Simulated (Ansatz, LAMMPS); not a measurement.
# Electronic structure of glassy 63SiO2-14B2O3-11Na2O-11CaO (mol %) (111 atoms)

Aim: energy, forces, charges and density of states of glassy 63SiO2-14B2O3-11Na2O-11CaO (mol %) (111 atoms) at a fixed geometry.

Calculated with Ansatz 0.2.0; Kohn-Sham DFT, PBEsol, PAW (set soft_2), plane waves.

## 1. Starting point

The cell holds 111 atoms: 22 Si, 10 B, 8 Na, 4 Ca and 67 O. Its edges and angles: a = 11.199 Å, b = 11.199 Å, c = 11.199 Å, α = 90.0°, β = 90.0°, γ = 90.0°. 111 atoms (22 Si, 10 B, 8 Na, 4 Ca, 67 O) placed at random at 2.33 g/cm³, melted at 3000 K for 20 ps at fixed volume with the Buckingham and Coulomb pair potential of Guillot and Sator (Geochim. Cosmochim. Acta 71, 1249 (2007)) with the boron terms of Wang et al. (J. Non-Cryst. Solids 498, 294 (2018)). Quenched from 3000 K to 300 K at 1000 K/ps and fixed volume, held 10 ps at zero pressure.

What the set-up can't give: The quench rate of 1000 K/ps is many orders above laboratory rates, so the cell is likely richer in defects and strain than a real sample. The network of bonds at the start is that of the classical potential that made the cell, and needn't be the one that DFT or experiment would give. Only the Γ point is sampled, in a cell whose shortest periodic width is 11 Å.

## 2. How the cell was made

A classical potential makes the cell, at a small fraction of what the same run would cost in DFT.

This step: classical MD, Buckingham and Coulomb pair potential of Guillot and Sator (Geochim. Cosmochim. Acta 71, 1249 (2007)) with the boron terms of Wang et al. (J. Non-Cryst. Solids 498, 294 (2018)) (LAMMPS 22 Jul 2025 - Update 4).

Input file in.lmp:

```
# melt-quench of Si22B10Na8Ca4O67
units metal
atom_style charge
boundary p p p
region box block 0 11.5178 0 11.5178 0 11.5178
create_box 5 box
mass 1 28.0850   # Si
mass 2 10.8100   # B
mass 3 22.9898   # Na
mass 4 40.0780   # Ca
mass 5 15.9990   # O
create_atoms 1 random 22 97816 NULL overlap 1.5 maxtry 2000
create_atoms 2 random 10 97823 NULL overlap 1.5 maxtry 2000
create_atoms 3 random 8 97830 NULL overlap 1.5 maxtry 2000
create_atoms 4 random 4 97837 NULL overlap 1.5 maxtry 2000
create_atoms 5 random 67 97844 NULL overlap 1.5 maxtry 2000
pair_style buck/coul/long 9.0
pair_coeff * * 0.0 1.0 0.0
pair_coeff 1 5 50306.10 0.161 46.2978   # Si-O
pair_coeff 2 5 206941.81 0.124 35.0018   # B-O
pair_coeff 3 5 120303.80 0.17 0   # Na-O
pair_coeff 4 5 155667.70 0.178 42.2597   # Ca-O
pair_coeff 5 5 9022.79 0.265 85.0921   # O-O
pair_coeff 2 2 484.40 0.35 0.0   # B-B
pair_coeff 1 2 337.70 0.29 0.0   # Si-B
set type 1 charge 1.89
set type 2 charge 1.4175
set type 3 charge 0.4725
set type 4 charge 0.945
set type 5 charge -0.945
kspace_style pppm 1.0e-4
neigh_modify delay 0 every 1 check yes
thermo_style custom step time temp pe press density
thermo_modify norm yes
# [... 17 lines left out ...]
fix md all nvt temp 3000 300 0.1
run 2700 post no
unfix md
thermo 3333
fix md all npt temp 300 300 0.1 iso 0 0 1
run 10000 post no
unfix md
write_dump all custom glass.dump id type xs ys zs modify sort id
```

On the command line:

```bash
$ lmp -in in.lmp -log none -nocite
```

Numbers of over 12 decimals in the logs are rounded to 6 here.

The program printed:

```text
LAMMPS (22 Jul 2025 - Update 4)
Created orthogonal box = (0 0 0) to (11.5178 11.5178 11.5178)
Created 22 atoms
Created 10 atoms
Created 8 atoms
Created 4 atoms
Created 67 atoms
PPPM initialization ...
  G vector (1/distance) = 0.33002151
  grid = 10 10 10
  estimated relative force accuracy = 5.5309723e-05
   Step          Time           Temp          PotEng         Press         Density
         0   0              0              4.1614738      1498562.9      2.3280214
       100   0.1            0             -10.25449      -14656.515      2.3280214
       113   0.113          0             -10.276502     -14108.898      2.3280214
[... 19 lines left out ...]
[... 2 lines left out ...]
Loop time of 17.063 s on 1 MPI rank(s) for 20000 steps with 111 atoms
   Step          Time           Temp          PotEng         Press         Density
[... 12 lines left out ...]
Loop time of 2.91781 s on 1 MPI rank(s) for 2700 steps with 111 atoms
   Step          Time           Temp          PotEng         Press         Density
[... 1 line left out ...]
     26664   26.664         273.09141     -10.434433      14613.48       2.4774051
     29997   29.997         322.17291     -10.432614     -6700.169       2.4620356
     33330   33.33          271.09796     -10.441329     -11400.257      2.4870538
     33700   33.7           308.39938     -10.433857      6604.1943      2.5327524
Loop time of 11.6821 s on 1 MPI rank(s) for 10000 steps with 111 atoms
```

Wall time 34 s (1 thread of AMD EPYC 7R43, shared host); peak memory 0.077 GiB.

## 3. Plane-wave single point

The electrons are solved once, with the atoms held.

Input file input.yaml:

```yaml
crystal:
  lattice:
    - [11.1987, 0.0, 0.0]
    - [0.0, 11.1987, 0.0]
    - [0.0, 0.0, 11.1987]
  atoms:
    - { symbol: Si, position: [0.07393, 0.99591, 0.15166] }
    - { symbol: Si, position: [0.4662, 0.7014, 0.4599] }
    - { symbol: Si, position: [0.71785, 0.92928, 0.17081] }
    - { symbol: Si, position: [0.07445, 0.35478, 0.21527] }
    - { symbol: Si, position: [0.77619, 0.30624, 0.92887] }
    - { symbol: Si, position: [0.61761, 0.68814, 0.23976] }
    - { symbol: Si, position: [0.84686, 0.41981, 0.32314] }
    - { symbol: Si, position: [0.97511, 0.22202, 0.55945] }
    - { symbol: Si, position: [0.81576, 0.94969, 0.92527] }
    - { symbol: Si, position: [0.14947, 0.07657, 0.40861] }
    - { symbol: Si, position: [0.77528, 0.63455, 0.66637] }
    - { symbol: Si, position: [0.85437, 0.99229, 0.65738] }
    - { symbol: Si, position: [0.85293, 0.67296, 0.39981] }
    - { symbol: Si, position: [0.20082, 0.3036, 0.70312] }
    - { symbol: Si, position: [0.39403, 0.76954, 0.9058] }
    - { symbol: Si, position: [0.61907, 0.54099, 0.99496] }
    - { symbol: Si, position: [0.62228, 0.83597, 0.61433] }
    - { symbol: Si, position: [0.10498, 0.92624, 0.90851] }
    - { symbol: Si, position: [0.37232, 0.16742, 0.57049] }
    - { symbol: Si, position: [0.43058, 0.98697, 0.77625] }
    - { symbol: Si, position: [0.07375, 0.84499, 0.57025] }
    - { symbol: Si, position: [0.43086, 0.50923, 0.28417] }
    - { symbol: B, position: [0.97201, 0.19225, 0.04342] }
    - { symbol: B, position: [0.35917, 0.5645, 0.02934] }
    - { symbol: B, position: [0.82299, 0.39074, 0.68566] }
    - { symbol: B, position: [0.6552, 0.7417, 0.84808] }
    - { symbol: B, position: [0.11756, 0.14069, 0.84543] }
    - { symbol: B, position: [0.21378, 0.75965, 0.78682] }
    - { symbol: B, position: [0.23088, 0.40396, 0.39133] }
    - { symbol: B, position: [0.57992, 0.12602, 0.94436] }
    - { symbol: B, position: [0.93917, 0.78198, 0.2017] }
    - { symbol: B, position: [0.93078, 0.53782, 0.11734] }
    - { symbol: Na, position: [0.17236, 0.76427, 0.33949] }
    - { symbol: Na, position: [0.43547, 0.5034, 0.74578] }
    - { symbol: Na, position: [0.25298, 0.59606, 0.59295] }
    - { symbol: Na, position: [0.35522, 0.30732, 0.02142] }
    - { symbol: Na, position: [0.64489, 0.26074, 0.1647] }
    - { symbol: Na, position: [0.49262, 0.08227, 0.25651] }
    - { symbol: Na, position: [0.18574, 0.66115, 0.10495] }
    - { symbol: Na, position: [0.56341, 0.4109, 0.48171] }
    - { symbol: Ca, position: [0.08422, 0.40433, 0.92544] }
    - { symbol: Ca, position: [0.70346, 0.14999, 0.45345] }
    - { symbol: Ca, position: [0.01422, 0.52328, 0.58943] }
    - { symbol: Ca, position: [0.93002, 0.70034, 0.93809] }
    - { symbol: O, position: [0.93341, 0.66969, 0.13418] }
    - { symbol: O, position: [0.31772, 0.29169, 0.62152] }
    - { symbol: O, position: [0.9, 0.52965, 0.40411] }
    - { symbol: O, position: [0.53735, 0.77442, 0.88755] }
    - { symbol: O, position: [0.95726, 0.91278, 0.94173] }
    - { symbol: O, position: [0.73088, 0.92664, 0.60372] }
    - { symbol: O, position: [0.67964, 0.4064, 0.98114] }
    - { symbol: O, position: [0.34119, 0.76709, 0.45081] }
    - { symbol: O, position: [0.83136, 0.35467, 0.80225] }
    - { symbol: O, position: [0.74139, 0.34503, 0.38361] }
    - { symbol: O, position: [0.25493, 0.51797, 0.97101] }
    - { symbol: O, position: [0.1264, 0.02319, 0.80956] }
    - { symbol: O, position: [0.20287, 0.23205, 0.83328] }
    - { symbol: O, position: [0.04178, 0.16333, 0.44375] }
    - { symbol: O, position: [0.06195, 0.71392, 0.52141] }
    - { symbol: O, position: [0.04811, 0.85641, 0.17042] }
    - { symbol: O, position: [0.60971, 0.83041, 0.19103] }
    - { symbol: O, position: [0.90396, 0.63309, 0.72822] }
    - { symbol: O, position: [0.33321, 0.47727, 0.38844] }
    - { symbol: O, position: [0.4954, 0.63791, 0.31922] }
    - { symbol: O, position: [0.01474, 0.16628, 0.91355] }
    - { symbol: O, position: [0.66355, 0.73195, 0.71212] }
    - { symbol: O, position: [0.68829, 0.62893, 0.89961] }
    - { symbol: O, position: [0.14799, 0.04102, 0.26692] }
    - { symbol: O, position: [0.19876, 0.35022, 0.28481] }
    - { symbol: O, position: [0.83456, 0.84466, 0.17611] }
    - { symbol: O, position: [0.47152, 0.53319, 0.96883] }
    - { symbol: O, position: [0.12705, 0.94976, 0.48604] }
    - { symbol: O, position: [0.70127, 0.02683, 0.27581] }
    - { symbol: O, position: [0.36257, 0.52267, 0.15497] }
    - { symbol: O, position: [0.15253, 0.43869, 0.72987] }
    - { symbol: O, position: [0.73121, 0.9921, 0.03792] }
    - { symbol: O, position: [0.80858, 0.69413, 0.53731] }
    - { symbol: O, position: [0.94028, 0.76355, 0.3303] }
    [... 27 atom lines left out ...]
    - { symbol: O, position: [0.5103, 0.17736, 0.52077] }
    - { symbol: O, position: [0.82505, 0.02349, 0.79716] }
    - { symbol: O, position: [0.74845, 0.49124, 0.6508] }
    - { symbol: O, position: [0.32202, 0.70268, 0.79497] }
    - { symbol: O, position: [0.51647, 0.14481, 0.05053] }
    - { symbol: O, position: [0.89673, 0.34457, 0.59428] }
kpoints:
  mp_grid: { grid: [1, 1, 1] }
hamiltonian:
  xc: pbesol
scf:
  occupations: { method: fixed }
output:
  forces: true
  stress: true
  populations: true
  dos:
    method: { smearing: { sigma: 0.1 } }
    de: 0.1
    projected: { site_lists: { B: [B], Ca: [Ca], Na: [Na], O: [O], Si: [Si] } }
  eigenvalues: true
  write_density: true
  write_potential: true
  volumetric_format: npy
```

On the command line:

```bash
$ ansatz run input.yaml --threads 8 --pin off --max-ram 15872MiB --backend cpu --events-out ev --progress --plain --runs-dir out
```

The program printed:

```text
Engine: ansatz 0.2.0, x86_64-unknown-linux-gnu
Pseudopotentials: kind: paw
Pseudopotential: Si, paw, valence charge 4, recommended cutoff 420 eV (normal), Si.paw.azcp
Pseudopotential: B, paw, valence charge 3, recommended cutoff 420 eV (normal), B.paw.azcp
Pseudopotential: Na, paw, valence charge 9, recommended cutoff 420 eV (normal), Na.paw.azcp
Pseudopotential: Ca, paw, valence charge 10, recommended cutoff 420 eV (normal), Ca.paw.azcp
Pseudopotential: O, paw, valence charge 6, recommended cutoff 420 eV (normal), O.paw.azcp
[... 3 lines on functional and potentials left out ...]
Crystal: 111 atoms, lattice volume = 1404.439 Å³
Basis set: ecut = 420 eV, 27609 PW (Γ), exchange–correlation on 150×150×150 points (8 copies of the dense FFT grid, shifted against one another)
Bands: 427, of which v1, the nominal top of the filled ones, is band 316 counted from 1 (315 counted from 0)
Symmetry: 1 space group operations
Space group: P1 (ITA 1), of the structure as read, at distance tolerance 1.1e-4 Å
k-points: 1
[... 16 lines on functional and potentials left out ...]
Initial density: superposition of atomic densities (neutral atoms: chi_scale 0, normalization atom), corrected by the library's trained network
Initial wavefunctions: pseudopotential atomic-orbital guess
Functional: x = pbesol(κ = 0.804, μ = 0.123457), c = pbesol(β = 0.046)
SCF iter   1: F=—  HF=-71864.563500 eV  |F-HF|=—  |Δ(HF+E_count)|=         —  Δρ=1.15e-2  dr2=1.52e0  ethr=1.77e-3  ⟨swp⟩=5.0  Hψ=1629  notcnv=0  defer=109
preconditioner: auto → Resta (q_TF=auto, 2.388 Å⁻¹)  ε∞=3.1  [insulator: Δε(μ)=2.772 eV  Ē_g=16.978 eV  n_scr=340 (ndim 8)  ℏωp=24.4 eV  f_vac=0.152  ε∞_Penn≈3.1]
SCF iter   2: F=—  HF=-71864.138529 eV  |F-HF|=—  |Δ(HF+E_count)|=   4.25e-1  Δρ=2.31e-3  dr2=8.01e-2  ethr=2.41e-4  ⟨swp⟩=2.0  Hψ=694  notcnv=0  defer=109
SCF iter   3: F=—  HF=-71864.127451 eV  |F-HF|=—  |Δ(HF+E_count)|=   1.11e-2  Δρ=1.10e-3  dr2=2.50e-2  ethr=1.27e-5  ⟨swp⟩=3.0  Hψ=540  notcnv=0  defer=109
SCF iter   4: F=—  HF=-71864.124665 eV  |F-HF|=—  |Δ(HF+E_count)|=   2.79e-3  Δρ=6.68e-4  dr2=6.09e-3  ethr=3.96e-6  ⟨swp⟩=3.0  Hψ=541  notcnv=0  defer=109
SCF iter   5: F=—  HF=-71864.123633 eV  |F-HF|=—  |Δ(HF+E_count)|=   1.03e-3  Δρ=1.67e-4  dr2=4.23e-4  ethr=9.64e-7  ⟨swp⟩=2.0  Hψ=539  notcnv=0  defer=109
SCF iter   6: F=—  HF=-71864.123745 eV  |F-HF|=—  |Δ(HF+E_count)|=   1.11e-4  Δρ=7.83e-5  dr2=7.56e-5  ethr=6.69e-8  ⟨swp⟩=2.0  Hψ=536  notcnv=0  defer=109
SCF iter   7: F=—  HF=-71864.121562 eV  |F-HF|=—  |Δ(HF+E_count)|=   2.18e-3  Δρ=2.77e-5  dr2=1.07e-5  ethr=1.20e-8  ⟨swp⟩=2.0  Hψ=739  notcnv=0  defer=107
SCF iter   8: F=—  HF=-71864.121568 eV  |F-HF|=—  |Δ(HF+E_count)|=   6.37e-6  Δρ=1.04e-5  dr2=1.64e-6  ethr=1.69e-9  ⟨swp⟩=2.0  Hψ=537  notcnv=0  defer=107
SCF iter   9: F=—  HF=-71864.121570 eV  |F-HF|=—  |Δ(HF+E_count)|=   1.34e-6  Δρ=5.40e-6  dr2=4.13e-7  ethr=2.60e-10  ⟨swp⟩=2.0  Hψ=625  notcnv=0  defer=107
SCF iter  10: F=-71864.121570 eV  HF=-71864.121570 eV  |F-HF|=6.67e-8  |Δ(HF+E_count)|=   2.33e-7  Δρ=1.69e-6  dr2=5.23e-8  ethr=1.58e-11  ⟨swp⟩=20.0  Hψ=4424  notcnv=0
SCF 1 converged in 10 iterations: F = -71864.121570 eV  dr2 = 5.23e-8
  greatest PAW one-centre occupation: 0.999 electrons in one spin orbital (limit 2), on the Na atom at site 38 (counted from 0), in its partial waves of l = 0
WARN: The input density's exchange-correlation potential varies sharply where the density is thin. Do not read a vacuum level from v_tot or v_xc, or from such a field of the output density. On a cell that repeats whose density bears no net charge and no dipole along the vacuum's axis use v_es (v_loc + v_h of the components); [...]
SCF converged after 10 iterations
Free energy (F): -71864.121570 eV
Harris-Foulkes:  -71864.121570 eV  (|F-HF|=6.67e-8)
Internal energy: -71864.121570 eV  (E = F + TS)
E sigma→0 (E₀):  -71864.121570 eV
Fermi energy:    4.601464 eV
--- Per-component energies (eV) ---
  E_band       = -4289.215359
  E_kinetic    = 15417.968793
  E_local      = -49624.119344  (includes V_loc(G=0)·N_el)
  E_nonlocal   = 5068.565117
  E_hartree    = 18371.908483
  E_xc         = -7279.240796
  E_vxc        = -8786.924759  (∫ρ·V_xc dr)
  E_paw        = -27367.659546  (= ΣΔE_a)
  E_vpaw       = -3108.688788  (= ΣTr[D̂ρ^β])
  E_aug_tail   = 0.169879  (compensation charges beyond the density's cutoff)
  E_ewald      = -26455.832616
  E_core_change = 4.118461  (= ΣΔE_core)
  E_smearing   = -0.000000  (= −TS)
  E_closure    = 0.000000  (closes the sum)
  Σ components = -71864.121570   (vs F -71864.121570, Δ=0.00e0)
--- Forces (eV/Å), atoms counted from 1 ---
  atom   1  Si    -1.16693734     0.61098493    -1.46209399
  atom   2  Si    -2.63526403     0.25868436     2.25852614
  atom   3  Si     1.41174110    -0.14523696     1.55029920
  atom   4  Si    -2.35804079     1.88339450    -0.44156616
  atom   5  Si    -2.61331782     0.35377367     0.75664697
  atom   6  Si     0.89183863     1.50704715    -2.57031095
  atom   7  Si     1.12607589    -0.42707351    -2.42887138
  atom   8  Si     2.07483342    -0.03626454     0.18856670
  atom   9  Si    -1.03338375    -0.46604077    -1.21788406
  atom  10  Si     0.85567085    -1.24443067     1.55571810
  atom  11  Si     2.71735201    -0.11479695    -0.11687572
  atom  12  Si    -1.97279432    -1.56984173     2.07629634
  atom  13  Si    -0.78029736    -1.42204427    -0.72594915
  atom  14  Si    -2.53564297     1.82006703    -0.55516828
[...]
atom 110  O      1.04902724     0.18570057    -1.16055521
  atom 111  O     -0.48546420    -0.06992350     0.04755275
  max |Σ_I F_I| component: 1.86e-4 eV/Å
--- Stress (GPa, compression-positive) ---
       -2.436653      -0.041411       2.138324
       -0.041411      -2.189871       0.123286
        2.138326       0.123286      -1.782706
  P = ⅓ Tr σ = -2.1364 GPa (-21.364 kbar)
--- Band table (eV) ---
  k-point 0: bands = ["-46.9597", "-46.7524", "-46.3444", "-45.9695", [... 411 levels ...], "13.5462", "13.5739", "13.6180", "13.6684", "13.7030", "13.7107", "13.7890", "13.8408", "13.8933", "13.9269", "13.9556", "13.9773"]
--- Löwdin populations: 111 sites ---
  site symbol       q [e]
     0     Si      2.2666
     1     Si      2.4228
     2     Si      2.3224
[...]
110      O      6.5951
  spilling = 0.011571 (of n_electrons = 632.000000)
```

Elapsed: 16 s, on 8 threads of AMD EPYC 7R43, shared host; peak memory 2.1 GiB.

The program notes that the exchange-correlation potential is rough where the density is thin.

Read from the output:

```
free energy                                      : -71864.1216 eV
free energy per atom                             : -647.4245 eV/atom
SCF cycles                                       : 10
pressure                                         : -2.136 GPa
r.m.s. force component                           : 1.093 eV/Å
longest force                                    : 6.395 eV/Å
Fermi energy                                     : 4.601 eV
gap (highest filled to lowest empty level) : 2.567 eV
spilling of the projection                       : 0.01157
```

Neighbours are counted within 2.12 Å (O-Si), 1.83 Å (O-B), 3.08 Å (O-Na), 2.83 Å (O-Ca).

Length of the force by element and coordination:

| element | coordination | atoms | mean length of the force (eV/Å) | spread | least | most |
| --- | --- | --- | --- | --- | --- | --- |
| B | all | 10 | 2.03 | 0.976 | 0.717 | 3.39 |
| B | 3 | 5 | 2.57 | 0.607 | 1.52 | 3.38 |
| B | 4 | 5 | 1.49 | 0.979 | 0.717 | 3.39 |
| Ca | all | 4 | 1.38 | 0.265 | 1.11 | 1.76 |
| Ca | 4 | 1 | 1.15 | 0 | 1.15 | 1.15 |
| Ca | 6 | 3 | 1.45 | 0.266 | 1.11 | 1.76 |
| Na | all | 8 | 0.684 | 0.219 | 0.362 | 1.07 |
| Na | 2 | 1 | 0.496 | 0 | 0.496 | 0.496 |
| Na | 4 | 1 | 0.594 | 0 | 0.594 | 0.594 |
| Na | 5 | 2 | 0.640 | 0.0626 | 0.578 | 0.703 |
| Na | 6 | 1 | 0.362 | 0 | 0.362 | 0.362 |
| Na | 7 | 2 | 0.833 | 0.118 | 0.715 | 0.951 |
| Na | 8 | 1 | 1.07 | 0 | 1.07 | 1.07 |
| O | all | 67 | 1.35 | 0.567 | 0.110 | 3.02 |
| O | 2 | 27 | 1.31 | 0.602 | 0.110 | 2.69 |
| O | 3 | 25 | 1.37 | 0.527 | 0.318 | 2.56 |
| O | 4 | 15 | 1.38 | 0.562 | 0.775 | 3.02 |
| Si | all | 22 | 2.77 | 1.01 | 1.00 | 6.39 |

Löwdin charges by element and coordination (they lack the spilled electrons, 0.066 e an atom on average):

| element | coordination | atoms | mean charge (e) | spread | least | most |
| --- | --- | --- | --- | --- | --- | --- |
| B | all | 10 | 0.549 | 0.0435 | 0.476 | 0.613 |
| B | 3 | 5 | 0.582 | 0.0244 | 0.547 | 0.613 |
| B | 4 | 5 | 0.517 | 0.0336 | 0.476 | 0.560 |
| Ca | all | 4 | 1.77 | 0.0103 | 1.76 | 1.78 |
| Ca | 4 | 1 | 1.78 | 0 | 1.78 | 1.78 |
| Ca | 6 | 3 | 1.77 | 0.0101 | 1.76 | 1.78 |
| Na | all | 8 | 0.802 | 0.0199 | 0.771 | 0.828 |
| Na | 2 | 1 | 0.828 | 0 | 0.828 | 0.828 |
| Na | 4 | 1 | 0.819 | 0 | 0.819 | 0.819 |
| Na | 5 | 2 | 0.817 | 0.0047 | 0.812 | 0.821 |
| Na | 6 | 1 | 0.771 | 0 | 0.771 | 0.771 |
| Na | 7 | 2 | 0.790 | 0.0108 | 0.779 | 0.800 |
| Na | 8 | 1 | 0.786 | 0 | 0.786 | 0.786 |
| O | all | 67 | -0.732 | 0.124 | -0.995 | -0.492 |
| O | 2 | 27 | -0.711 | 0.08 | -0.794 | -0.541 |
| O | 3 | 25 | -0.733 | 0.132 | -0.986 | -0.492 |
| O | 4 | 15 | -0.770 | 0.160 | -0.995 | -0.577 |
| Si | all | 22 | 1.70 | 0.0473 | 1.58 | 1.75 |

States in the cell by windows of 1 eV, zero at the Fermi level; the larger projections on atomic orbitals stand beside the total:

| from (eV) | to (eV) | total | O p | Si p | O s |
| --- | --- | --- | --- | --- | --- |
| -18 | -17 | 19.2 | 0.4 | 1.8 | 14.5 |
| -17 | -16 | 9.6 | 0.2 | 0.5 | 7.2 |
| -16 | -15 | 1.5 | 0.0 | 0.1 | 1.1 |
| -15 | -12 | 0.0 | 0.0 | 0.0 | 0.0 |
| -12 | -11 | 4.3 | 2.9 | 0.2 | 0.1 |
| -11 | -10 | 14.0 | 9.4 | 0.8 | 0.5 |
| -10 | -9 | 18.5 | 12.8 | 1.4 | 0.7 |
| -9 | -8 | 21.6 | 15.5 | 2.4 | 0.6 |
| -8 | -7 | 35.2 | 26.0 | 4.7 | 0.6 |
| -7 | -6 | 28.6 | 21.8 | 2.8 | 0.8 |
| -6 | -5 | 36.6 | 30.1 | 2.5 | 1.7 |
| -5 | -4 | 55.9 | 48.1 | 2.4 | 2.1 |
| -4 | -3 | 60.8 | 55.3 | 1.7 | 1.3 |
| -3 | -2 | 59.4 | 55.3 | 1.2 | 0.7 |
| -2 | -1 | 42.1 | 39.8 | 0.6 | 0.3 |
| -1 | 0 | 23.9 | 22.6 | 0.3 | 0.2 |
| 0 | 1 | 1.1 | 1.1 | 0.0 | 0.0 |
| 1 | 2 | 0.0 | 0.0 | 0.0 | 0.0 |
| 2 | 3 | 2.6 | 0.2 | 0.2 | 0.5 |
| 3 | 4 | 7.0 | 0.9 | 0.8 | 0.6 |
| 4 | 5 | 22.6 | 1.9 | 2.8 | 1.9 |

With fixed occupations the program's Fermi level is the highest filled level; weight inside the gap is the broadening of levels at its edges.

Between -26 and -18 eV lie 176 more states.

The levels nearest the highest filled one (over half full), pooled over k-points and spins:

| level less the highest filled one (eV) | occupation |
| --- | --- |
| -0.451 | 2 |
| -0.415 | 2 |
| -0.383 | 2 |
| -0.329 | 2 |
| -0.275 | 2 |
| 0 | 2 |
| 2.57 | 0 |
| 3.02 | 0 |
| 3.48 | 0 |
| 3.83 | 0 |
| 3.93 | 0 |
| 4.12 | 0 |

(Continued in part 2 of 2.)

[Logs are printed without paths, hosts, clocks, repeated set-up lines and the standing remarks that a program may print on its own settings, such as how far it seeks lower states.]

[Hosts, paths, dates, database ids (printed as entryN), source tags and the programs' standing remarks are cut or masked in the printed files.]
